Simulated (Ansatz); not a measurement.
# Lattice dynamics of NbTe2 monolayer (1T)

Aim: the vibrations of NbTe2 monolayer (1T), their spectra, and whether the structure is stable.

Method: DFT PBEsol, scalar-relativistic, plane waves, PAW, in Ansatz 0.2.0.

## (1) Set-up

The cell holds 3 atoms: 1 Nb and 2 Te. Its edges and angles: a = 3.670 Å, b = 3.670 Å, c = 20.000 Å, α = 90.0°, β = 90.0°, γ = 120.0°. Vacuum lies along c.

As a file:

```cif
data_structure
_symmetry_space_group_name_H-M 'P 1'
_symmetry_Int_Tables_number 1
_cell_length_a 3.6700
_cell_length_b 3.6700
_cell_length_c 20.0000
_cell_angle_alpha 90.000
_cell_angle_beta 90.000
_cell_angle_gamma 120.000
_cell_volume 233.29
loop_
_atom_site_label
_atom_site_type_symbol
_atom_site_fract_x
_atom_site_fract_y
_atom_site_fract_z
_atom_site_occupancy
Nb1 Nb 0.00000 0.00000 0.50000 1
Te2 Te 0.33333 0.66667 0.58280 1
Te3 Te 0.66667 0.33333 0.41720 1
```

## (2) Coarse relaxation

A rough relaxation comes first, because large forces or stress need no tight tolerances yet.

The program solves this slab on a cell height of its own, 30.4 Å, in place of the one typed.

input.yaml reads:

```yaml
crystal:
  lattice:
    - [3.67, 0.0, 0.0]
    - [-1.835, 3.17831, 0.0]
    - [0.0, 0.0, 20.0]
  atoms:
    - { symbol: Nb, position: [0.0, 0.0, 0.5] }
    - { symbol: Te, position: [0.333333, 0.666667, 0.5828] }
    - { symbol: Te, position: [0.666667, 0.333333, 0.4172] }
  periodic: [true, true, false]
kpoints:
  mp_grid: { grid: [6, 6, 1] }
hamiltonian:
  xc: pbesol
scf:
  occupations: { method: gaussian, width: 0.1 }
output:
  forces: true
  stress: true
  eigenvalues: true
relax:
  adjacent_minimum: "off"
  f_tol: 0.05
  max_steps: 80
  cell: { stress_2d_tol: 0.02 }
```

Command:

```
> ansatz run input.yaml --threads 8 --pin off --max-ram 14336MiB --backend cpu --events-out ev --progress --plain --runs-dir out
```

Numbers of over 12 decimals in the logs are rounded to 6 here.

Output:

```text
[...]
F+E_penalty+E_count = -18299.69306721 eV   max|allowed force component| = 7.007e-5 eV/Å   (the final SCF, on the basis selected at the relaxed cell)
  cell:  # Å, volume = 339.5692 Å³
    - [3.589969, 0.0, 0]
    - [-1.794985, 3.109004, 0]
    - [0, 0, 30.424]
  atoms:
    - { symbol: Nb, position: [0, 0, 0.328688] }
    - { symbol: Te, position: [0.333333, 0.666667, 0.389679] }
    - { symbol: Te, position: [0.666667, 0.333333, 0.267696] }
[key lines of the parts left out:]
SCF converged after 6 iterations
Free energy (F): -18299.693067 eV
Fermi energy:    -4.482849 eV
P = ½ c Tr σ = -0.0033 N/m
```

It took 4.4 s on 8 threads of Arm Neoverse V2, shared host; peak memory 0.72 GiB; 29 s of CPU time.

The steps of the relaxation:

```csv
step,energy less that of the first step (eV),largest force component (eV/Å),volume (Å³)
1,0.0000,2.0453,354.88
2,-0.2972,0.4075,356.92
3,-0.3454,0.0827,343.60
4,-0.3482,0.0083,339.09
5,-0.3482,0.0000,339.57
6*,-0.3476,0.0001,339.57
```

Relaxation steps marked * repeat the geometry before them on a plane-wave basis chosen anew for their cell, so energy and pressure can jump there.

Forces are held to the 12 operations that the run works with; a distortion that breaks them can't arise in this run.

```csv
cell as run,before,after,change
a (Å),3.670,3.590,-2.2 %
b (Å),3.670,3.590,-2.2 %
```

The atoms that moved most (Å, along periodic axes as changes of fractional coordinates times the final cell, across vacuum about the mean position):

```csv
atom,dx,dy,dz,length
Te2,0.000,0.000,0.200,0.200
Te3,0.000,0.000,-0.200,0.200
```

Final coordinates:

```
Nb Te
1.0
     3.58997    0.00000    0.00000
    -1.79498    3.10900    0.00000
     0.00000    0.00000   30.42400
Nb Te
1 2
Direct
  0.00000 0.00000 0.32869
  0.33333 0.66667 0.38968
  0.66667 0.33333 0.26770
```

Numbers from this step:

```yaml
gap_on_the_k_mesh: 0 eV
area_per_atom: 3.72 Å²
```

The relaxation ends with a largest force component of 7.0e-5 eV/Å.

## (3) Bringing the structure to rest

Harmonic phonons are second derivatives at a point where the forces vanish, and they are wanted at zero stress, so atoms and cell are relaxed first.

input.yaml reads:

```yaml
crystal:
  lattice:
    - [3.5899690423, 0.0, 0.0]
    - [-1.7949845211, 3.1090043894, 0.0]
    - [0.0, 0.0, 30.424]
  atoms:
    - { symbol: Nb, position: [0.0, 0.0, 0.328687878] }
    - { symbol: Te, position: [0.3333333333, 0.6666666667, 0.3896793032] }
    - { symbol: Te, position: [0.6666666667, 0.3333333333, 0.2676964528] }
  periodic: [true, true, false]
kpoints:
  mp_grid: { grid: [15, 15, 1] }
hamiltonian:
  xc: pbesol
scf:
  occupations: { method: gaussian, width: 0.1 }
output:
  forces: true
  stress: true
  eigenvalues: true
  write_density: true
  write_potential: true
  elf: true
  volumetric_format: npy
relax:
  adjacent_minimum: "off"
  f_tol: 0.005
  max_steps: 80
  cell: { stress_2d_tol: 0.02 }
```

Output:

```text
[...]
Crystal: 3 atoms, lattice volume = 339.569 Å³
Basis set: ecut = 420 eV, 6467 PW (Γ), exchange–correlation on 48×48×432 points (8 copies of the dense FFT grid, shifted against one another)
Bands: 27, of which v1, the nominal top of the filled ones, is band 23 counted from 1 (22 counted from 0)
Symmetry: 12 space group operations
[...]
k-points: 27 of 225
[...]
SCF iter   1: F=—  HF=-18299.686872 eV  |F-HF|=—  |Δ(HF+E_count)|=         —  Δρ=1.87e-3  dr2=1.29e-2  ethr=1.77e-3  ⟨swp⟩=12.9  Hψ=5024  notcnv=0
[...]
SCF iter   7: F=-18299.686495 eV  HF=-18299.686495 eV  |F-HF|=1.62e-8  |Δ(HF+E_count)|=   1.39e-7  Δρ=1.09e-6  dr2=5.45e-9  ethr=2.22e-10  ⟨swp⟩=13.1  Hψ=5686  notcnv=0
SCF 1 converged in 7 iterations: F = -18299.686495 eV  dr2 = 5.45e-9
[...]
relax step   1: F+E_penalty+E_count = -18299.68649528 eV  Δ(F+E_penalty+E_count) = +0.000e0 eV  max|allowed force component| = 2.918e-2 eV/Å  Δτ_max = 0.0000 Å  P = -0.089 N/m  Ω = 339.569 Å³  fix = [c, alpha, beta]  reactions: c +0.000 N/m  (7 SCF iters, dr2 threshold 1.00e-7 eV, accepted)
Crystal: 3 atoms, lattice volume = 338.182 Å³
[...]
SCF iter   5: F=-18299.686506 eV  HF=-18299.686506 eV  |F-HF|=1.19e-7  |Δ(HF+E_count)|=   3.17e-7  Δρ=2.89e-6  dr2=4.62e-8  ethr=1.18e-10  ⟨swp⟩=16.1  Hψ=7965  notcnv=0
SCF 2 converged in 5 iterations: F = -18299.686506 eV  dr2 = 4.62e-8
relax step   2: F+E_penalty+E_count = -18299.68650571 eV  Δ(F+E_penalty+E_count) = -1.043e-5 eV  max|allowed force component| = 6.255e-2 eV/Å  Δτ_max = 0.0117 Å  P = -0.152 N/m  Ω = 338.182 Å³  energy of the carried Pulay correction = +5.636e-5 eV  fix = [c, alpha, beta]  (5 SCF iters, dr2 threshold 5.32e-8 eV, rejected (line search))
Crystal: 3 atoms, lattice volume = 338.598 Å³
[...]
SCF iter   8: F=-18299.686821 eV  HF=-18299.686821 eV  |F-HF|=7.28e-11  |Δ(HF+E_count)|=  9.09e-10  Δρ=1.10e-8  dr2=3.65e-13  ethr=1.00e-12  ⟨swp⟩=13.1  Hψ=5174  notcnv=0
SCF 3 converged in 8 iterations: F = -18299.686821 eV  dr2 = 3.65e-13
relax step   3: F+E_penalty+E_count = -18299.68682085 eV  Δ(F+E_penalty+E_count) = -3.256e-4 eV  max|allowed force component| = 1.668e-3 eV/Å  Δτ_max = 0.0052 Å  P = -0.054 N/m  Ω = 338.598 Å³  energy of the carried Pulay correction = +3.942e-5 eV  fix = [c, alpha, beta]  reactions: c -0.000 N/m  (8 SCF iters, accepted)
[...]
relax step   4: F+E_penalty+E_count = -18299.68685797 eV  Δ(F+E_penalty+E_count) = -3.713e-5 eV  max|allowed force component| = 1.095e-3 eV/Å  Δτ_max = 0.0009 Å  P = -0.011 N/m  Ω = 338.231 Å³  energy of the carried Pulay correction = +5.437e-5 eV  fix = [c, alpha, beta]  reactions: c -0.000 N/m  (5 SCF iters, dr2 threshold 3.92e-9 eV, accepted)
[...]
SCF iter   6: F=-18299.686805 eV  HF=-18299.686805 eV  |F-HF|=6.18e-11  |Δ(HF+E_count)|=  8.73e-11  Δρ=6.67e-9  dr2=4.31e-13  ethr=1.00e-12  ⟨swp⟩=7.0  Hψ=3311  notcnv=0
SCF 5 converged in 6 iterations: F = -18299.686805 eV  dr2 = 4.31e-13
relax step   5: F+E_penalty+E_count = -18299.68680460 eV  Δ(F+E_penalty+E_count) = +5.337e-5 eV  max|allowed force component| = 1.088e-3 eV/Å  Δτ_max = 0.0000 Å  P = -0.011 N/m  Ω = 338.231 Å³  fix = [c, alpha, beta]  reactions: c -0.000 N/m  stress off target by 1.07e-2 N/m on what of the cell is left free  SCF on the basis re-selected at this cell (its energy is not comparable with the rows above)  (6 SCF iters)
[...]
SCF converged after 6 iterations
Free energy (F): -18299.686805 eV
[...]
Internal energy: -18299.677605 eV  (E = F + TS)
E sigma→0 (E₀):  -18299.682205 eV
Entropy (-TS):   -0.009200 eV (-3.067 meV/atom)
Fermi energy:    -4.645758 eV
[...]
--- Forces (eV/Å), atoms counted from 1 ---
  atom   1  Nb    -0.00000000    -0.00000000     0.00000000
  atom   2  Te     0.00000000    -0.00000000    -0.00108835
  atom   3  Te     0.00000000     0.00000000     0.00108835
  max |Σ_I F_I| component: 4.63e-18 eV/Å
--- 2D stress c σ (N/m, compression-positive) ---
       -0.010669      -0.000000       0.000000
        0.000000      -0.010669      -0.000000
        0.000000      -0.000000      -0.000000
  P = ½ c Tr σ = -0.0107 N/m
--- Band table (eV; the first three rows and the last of 27) ---
  k-point 0: bands = [... 19 lower, -6.4878, -4.9710, -4.4242, -4.4242, -3.1998, -3.1998, -0.6144, -0.6144]
  k-point 1: bands = [... 19 lower, -6.2889, -5.0179, -4.6387, -4.5843, -3.3279, -3.0814, -1.0275, -0.7014]
  k-point 2: bands = [... 19 lower, -6.1592, -5.5536, -4.8892, -4.8538, -3.4652, -2.9022, -1.6910, -0.8691]
  k-point 26: bands = [... 19 lower, -7.7350, -7.2120, -7.2120, -3.5693, -3.5693, -3.0788, -1.3366, -1.3366]
--- Relaxed structure (4 steps of the walk, 3 accepted, 1 SCFs on fresh bases) ---
[...]
cell:  # Å, volume = 338.2309 Å³
    - [3.582887, -2.8810528180504264e-11, 0]
    - [-1.791444, 3.102872, 0]
    - [0, 0, 30.424]
  atoms:
    - { symbol: Nb, position: [0, 0, 0.328687878] }
    - { symbol: Te, position: [0.333333, 0.666667, 0.389878] }
    - { symbol: Te, position: [0.666667, 0.333333, 0.267498] }
```

Wall time 11 s (8 threads); peak memory 1 GiB; 78 s of CPU time.

The steps of the relaxation:

```csv
step,energy less that of the first step (eV),largest force component (eV/Å),volume (Å³)
1,0.0000,0.0292,339.57
2,0.0000,0.0625,338.18
3,-0.0003,0.0017,338.60
4,-0.0004,0.0011,338.23
5*,-0.0003,0.0011,338.23
```

Relaxation steps marked * repeat the geometry before them on a plane-wave basis chosen anew for their cell, so energy and pressure can jump there. Relaxation step 2 was tried and not accepted.

Forces are held to the 12 operations that the run works with; a distortion that breaks them can't arise in this run.

```csv
cell as run,before,after,change
a (Å),3.590,3.583,-0.2 %
b (Å),3.590,3.583,-0.2 %
```

The relaxed structure:

```cif
data_structure
_symmetry_space_group_name_H-M 'P 1'
_symmetry_Int_Tables_number 1
_cell_length_a 3.5829
_cell_length_b 3.5829
_cell_length_c 30.4240
_cell_angle_alpha 90.000
_cell_angle_beta 90.000
_cell_angle_gamma 120.000
_cell_volume 338.23
loop_
_atom_site_label
_atom_site_type_symbol
_atom_site_fract_x
_atom_site_fract_y
_atom_site_fract_z
_atom_site_occupancy
Nb1 Nb 0.00000 0.00000 0.32869 1
Te2 Te 0.33333 0.66667 0.38988 1
Te3 Te 0.66667 0.33333 0.26750 1
```

Numbers from this step:

```
area per atom : 3.706 Å²
```

Valence density in the ac plane at fractional y = 0.000, with atoms of Nb within 0.2 Å of it. It is the smooth field of the valence electrons, not physical close to the nuclei.

Ten steps, logarithmic in the rise over the least value, from '_' (0.0 e/Å³) to '@' (2.9 e/Å³), each cell a mean:
```
____________________________
____________________________
____________________________
____________________________
____________________________
____________________________
____________________________
____________________________
____________________________
____________________________
____________________________
____________________________
____________________________
........::::----::::::......
------==++++++++++++====----
@@@@%%##++==========++##@@@@
@@@@@@##++==========++##@@@@
----====++++++++++++====----
......::::--------::::......
____________________________
____________________________
____________________________
____________________________
____________________________
```
Columns run along a (3.6 Å), rows up along c (30.4 Å). Atoms in or near the plane, at fractional coordinates: Nb at (0.00, 0.33).

Electrostatic potential energy in the ac plane at fractional y = 0.000, with atoms of Nb within 0.2 Å of it. With pseudopotentials it is smooth inside the atoms' cores, unlike the true potential.

Ten even steps from '_' (-17 eV) to '@' (0 eV), each cell a mean:
```
@@@@@@@@@@@@@@@@@@@@@@@@@@@@
@@@@@@@@@@@@@@@@@@@@@@@@@@@@
@@@@@@@@@@@@@@@@@@@@@@@@@@@@
@@@@@@@@@@@@@@@@@@@@@@@@@@@@
@@@@@@@@@@@@@@@@@@@@@@@@@@@@
@@@@@@@@@@@@@@@@@@@@@@@@@@@@
@@@@@@@@@@@@@@@@@@@@@@@@@@@@
@@@@@@@@@@@@@@@@@@@@@@@@@@@@
@@@@@@@@@@@@@@@@@@@@@@@@@@@@
@@@@@@@@@@@@@@@@@@@@@@@@@@@@
@@@@@@@@@@@@@@@@@@@@@@@@@@@@
@@@@@@@@@@@@@@@@@@@@@@@@@@@@
@@@@@@@@@@@@@@@@@@@@@@@@@@@@
@@@@@@@@@@%%%%%%%%%%@@@@@@@@
%%%%%%##**==::..::==**##%%%%
____..::==**####****--..____
______..--**######**--..____
%%%%%%##**==::..::==**##%%%%
@@@@@@@@@@%%%%%%%%%%@@@@@@@@
@@@@@@@@@@@@@@@@@@@@@@@@@@@@
@@@@@@@@@@@@@@@@@@@@@@@@@@@@
@@@@@@@@@@@@@@@@@@@@@@@@@@@@
@@@@@@@@@@@@@@@@@@@@@@@@@@@@
@@@@@@@@@@@@@@@@@@@@@@@@@@@@
```
Columns run along a (3.6 Å; values clipped at the 3rd and 97th percentile), rows up along c (30.4 Å). Atoms in or near the plane, at fractional coordinates: Nb at (0.00, 0.33).

ELF in the ac plane at fractional y = 0.000, with atoms of Nb within 0.2 Å of it. It is the smooth field of the valence electrons, not physical close to the nuclei.

Ten even steps from '_' (0.00) to '@' (0.62), each cell a mean:
```
____________________________
____________________________
____________________________
____________________________
____________________________
____________________________
____________________________
____________________________
____________________________
____________________________
____________________________
____________________________
____________......__________
____..::++##@@@@%%##==::..__
::--==##@@@@%%%%@@@@%%**==::
####%%**==++######++++**%%##
##%%%%**==++**##**++==##%%%%
::--==##@@@@%%%%%%@@@@**==--
____..--++%%@@@@@@##++::..__
__________........__________
____________________________
____________________________
____________________________
____________________________
```
Columns run along a (3.6 Å), rows up along c (30.4 Å). Atoms in or near the plane, at fractional coordinates: Nb at (0.00, 0.33).

## (4) Tight relaxation

Phonons need a cell at rest on their own settings, so the relaxation is repeated with tight tolerances on forces and stress, using the mesh and the filling of the phonon run that follows.

input.yaml, the sections that differ from step 3:

```yaml
crystal:
  lattice:
    - [3.582887424, 0.0, 0.0]
    - [-1.791443712, 3.1028715281, 0.0]
    - [0.0, 0.0, 30.424]
  atoms:
    - { symbol: Nb, position: [0.0, 0.0, 0.328687878] }
    - { symbol: Te, position: [0.3333333333, 0.6666666667, 0.3898778654] }
    - { symbol: Te, position: [0.6666666667, 0.3333333333, 0.2674978906] }
  periodic: [true, true, false]
kpoints:
  mp_grid: { grid: [18, 18, 1] }
scf:
  occupations: { method: methfessel_paxton, width: 0.15 }
relax:
  adjacent_minimum: "off"
  f_tol: 0.001
  max_steps: 60
  cell: { stress_2d_tol: 0.002 }
# hamiltonian, output: as in step 3
```

Output:

```text
[...]
Crystal: 3 atoms, lattice volume = 338.231 Å³
Basis set: ecut = 420 eV, 6467 PW (Γ), exchange–correlation on 48×48×432 points (8 copies of the dense FFT grid, shifted against one another)
Bands: 27, of which v1, the nominal top of the filled ones, is band 23 counted from 1 (22 counted from 0)
Symmetry: 12 space group operations
[...]
k-points: 37 of 324
[...]
k-point 36: bands = [... 19 lower, -7.7377, -7.2128, -7.2128, -3.5709, -3.5709, -3.0737, -1.3345, -1.3345]
--- Relaxed structure (4 steps of the walk, 4 accepted, 1 SCFs on fresh bases) ---
[...]
cell:  # Å, volume = 337.9704 Å³
    - [3.581508, 0, 0]
    - [-1.790754, 3.101677, 0]
    - [0, 0, 30.424]
  atoms:
    - { symbol: Nb, position: [0, 0, 0.328687878] }
    - { symbol: Te, position: [0.333333, 0.666667, 0.389903] }
    - { symbol: Te, position: [0.666667, 0.333333, 0.267473] }
[key lines of the parts left out:]
SCF converged after 6 iterations
Free energy (F): -18299.679262 eV
Fermi energy:    -4.655978 eV
P = ½ c Tr σ = 0.0004 N/m
```

Wall time 13 s (8 threads); peak memory 1 GiB; 97 s of CPU time.

Little changed from the start: no atom moved by 0.005 Å and no cell edge by 0.1 %.

This step gave:

```
area per atom : 3.703 Å²
```

ELF in the ac plane at fractional y = 0.000, with atoms of Nb within 0.2 Å of it. It is the smooth field of the valence electrons, not physical close to the nuclei.

Ten even steps from '0' (0.00) to '9' (0.62), each cell a mean:
```
00000000000000
00000000000000
00000000000000
00000000000000
00000000000000
00000000000000
00000000000000
00000000000000
00000000000000
00000000000000
00000000000000
00000000000000
00000011100000
00125799874210
23479988998642
77864577755687
78864567654788
23479988899643
00135899975210
00000111100000
00000000000000
00000000000000
00000000000000
00000000000000
```
Columns run along a (3.6 Å), rows up along c (30.4 Å). Atoms in or near the plane, at fractional coordinates: Nb at (0.00, 0.33).

Valence density in the ac plane at fractional y = 0.000, with atoms of Nb within 0.2 Å of it. It is the smooth field of the valence electrons, not physical close to the nuclei.

Values in e/Å³, 24 rows by 14 columns, each cell a mean:
```
0.0 0.0 0.0 0.0 0.0 0.0 0.0 0.0 0.0 0.0 0.0 0.0 0.0 0.0
0.0 0.0 0.0 0.0 0.0 0.0 0.0 0.0 0.0 0.0 0.0 0.0 0.0 0.0
0.0 0.0 0.0 0.0 0.0 0.0 0.0 0.0 0.0 0.0 0.0 0.0 0.0 0.0
0.0 0.0 0.0 0.0 0.0 0.0 0.0 0.0 0.0 0.0 0.0 0.0 0.0 0.0
0.0 0.0 0.0 0.0 0.0 0.0 0.0 0.0 0.0 0.0 0.0 0.0 0.0 0.0
0.0 0.0 0.0 0.0 0.0 0.0 0.0 0.0 0.0 0.0 0.0 0.0 0.0 0.0
0.0 0.0 0.0 0.0 0.0 0.0 0.0 0.0 0.0 0.0 0.0 0.0 0.0 0.0
0.0 0.0 0.0 0.0 0.0 0.0 0.0 0.0 0.0 0.0 0.0 0.0 0.0 0.0
0.0 0.0 0.0 0.0 0.0 0.0 0.0 0.0 0.0 0.0 0.0 0.0 0.0 0.0
0.0 0.0 0.0 0.0 0.0 0.0 0.0 0.0 0.0 0.0 0.0 0.0 0.0 0.0
0.0 0.0 0.0 0.0 0.0 0.0 0.0 0.0 0.0 0.0 0.0 0.0 0.0 0.0
0.0 0.0 0.0 0.0 0.0 0.0 0.0 0.0 0.0 0.0 0.0 0.0 0.0 0.0
0.0 0.0 0.0 0.0 0.0 0.0 0.0 0.0 0.0 0.0 0.0 0.0 0.0 0.0
0.0 0.0 0.0 0.0 0.1 0.1 0.1 0.1 0.1 0.1 0.1 0.0 0.0 0.0
0.1 0.1 0.2 0.2 0.3 0.3 0.4 0.4 0.4 0.3 0.2 0.2 0.1 0.1
2.7 2.5 1.7 0.8 0.3 0.3 0.2 0.2 0.2 0.3 0.4 0.9 1.9 2.5
2.9 2.8 1.9 0.8 0.3 0.2 0.2 0.2 0.2 0.3 0.4 1.1 2.1 2.8
0.1 0.1 0.2 0.2 0.3 0.4 0.4 0.4 0.4 0.3 0.3 0.2 0.2 0.1
0.0 0.0 0.0 0.0 0.1 0.1 0.1 0.1 0.1 0.1 0.1 0.0 0.0 0.0
0.0 0.0 0.0 0.0 0.0 0.0 0.0 0.0 0.0 0.0 0.0 0.0 0.0 0.0
0.0 0.0 0.0 0.0 0.0 0.0 0.0 0.0 0.0 0.0 0.0 0.0 0.0 0.0
0.0 0.0 0.0 0.0 0.0 0.0 0.0 0.0 0.0 0.0 0.0 0.0 0.0 0.0
0.0 0.0 0.0 0.0 0.0 0.0 0.0 0.0 0.0 0.0 0.0 0.0 0.0 0.0
0.0 0.0 0.0 0.0 0.0 0.0 0.0 0.0 0.0 0.0 0.0 0.0 0.0 0.0
```
Columns run along a (3.6 Å), rows up along c (30.4 Å). Atoms in or near the plane, at fractional coordinates: Nb at (0.00, 0.33).

Electrostatic potential energy in the ac plane at fractional y = 0.000, with atoms of Nb within 0.2 Å of it. With pseudopotentials it is smooth inside the atoms' cores, unlike the true potential.

Ten even steps from '0' (-17 eV) to '9' (0 eV), each cell a mean:
```
99999999999999
99999999999999
99999999999999
99999999999999
99999999999999
99999999999999
99999999999999
99999999999999
99999999999999
99999999999999
99999999999999
99999999999999
99999999999999
99999888889999
88876421246788
00124677763100
00013677763100
88876421246788
99999888889999
99999999999999
99999999999999
99999999999999
99999999999999
99999999999999
```
Columns run along a (3.6 Å; values clipped at the 3rd and 97th percentile), rows up along c (30.4 Å). Atoms in or near the plane, at fractional coordinates: Nb at (0.00, 0.33).

The largest force component left is 0.043 meV/Å, within the tolerances set.

[end of part 1 of 2]

[Logs are printed without paths, hosts, clocks, repeated set-up lines and the standing remarks that a program may print on its own settings, such as how far it seeks lower states.]

[Hosts, paths, dates, database ids (printed as entryN), source tags and the programs' standing remarks are cut or masked in the printed files.]
